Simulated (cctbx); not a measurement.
# AgIr4S8 across an absorption edge

Space group I4/m (no. 87), a = 12.2100 Å, b = 12.2100 Å, c = 3.7780 Å, α = 90.00°, β = 90.00°, γ = 90.00°.

```
atom  mult.       x       y    z  Ueq (Å²)
 Ir1      8  0.1660  0.3536    0    0.0099
 Ag1      2       0       0  1/2    0.0107
  S1      8  0.2951  0.3461  1/2    0.0146
  S2      8  0.0448  0.3446  1/2    0.0226
```

This is a model crystal, built by substitution and not relaxed, with assumed displacement parameters.

Calculated with cctbx: free-atom f′ and f″ from the Sasaki tables, no fine structure; amplitudes in electrons.

| E (eV) | F 0 3 1 | F 3 3 0 | F 2 2 0 | F 4 2 0 |
| --- | --- | --- | --- | --- |
| 24914 | 238.7 | 283.9 | 150.4 | 177.8 |
| 25264 | 237.1 | 285.4 | 148.9 | 176.2 |
| 25394 | 235.8 | 286.7 | 147.5 | 174.9 |
| 25454 | 234.5 | 287.9 | 146.2 | 173.6 |
| 25484 | 233.3 | 289.2 | 145.0 | 172.4 |
| 25499 | 232.1 | 290.4 | 143.7 | 171.2 |
| 25506 | 231.0 | 291.4 | 142.7 | 170.1 |
| 25510 | 229.9 | 292.5 | 141.6 | 169.0 |
| 25518 | 227.6 | 294.4 | 139.5 | 166.9 |
| 25522 | 230.4 | 291.6 | 142.3 | 169.6 |
| 25529 | 231.8 | 290.2 | 143.7 | 171.0 |
| 25544 | 233.3 | 288.8 | 145.2 | 172.5 |
| 25574 | 234.7 | 287.4 | 146.6 | 173.8 |
| 25664 | 236.5 | 285.6 | 148.4 | 175.6 |
| 25914 | 238.4 | 283.6 | 150.3 | 177.6 |

**Question.** Which edge is crossed, and why do the reflections move as they do?

The K edge of Ag. The edge is at 25514 eV. f′ of Ag falls from -4.8 e at 25394 eV to -7.8 e at 4 eV below it, and f″ steps from 0.55 to 3.62 e across it. Over that approach |F| changes by -3 % (0 3 1), +2 % (3 3 0), -4 % (2 2 0) and -3 % (4 2 0): a reflection falls where Ag scatters in phase with the total and rises where it scatters against it; it hardly moves where the Ag term is small or cancels by symmetry. Above the edge the larger f″ enters the imaginary part, where it can add to or cancel the other atoms' f″. The structure is centrosymmetric, so Friedel mates stay equal.

[Logs are printed without paths, hosts, clocks, repeated set-up lines and the standing remarks that a program may print on its own settings, such as how far it seeks lower states.]
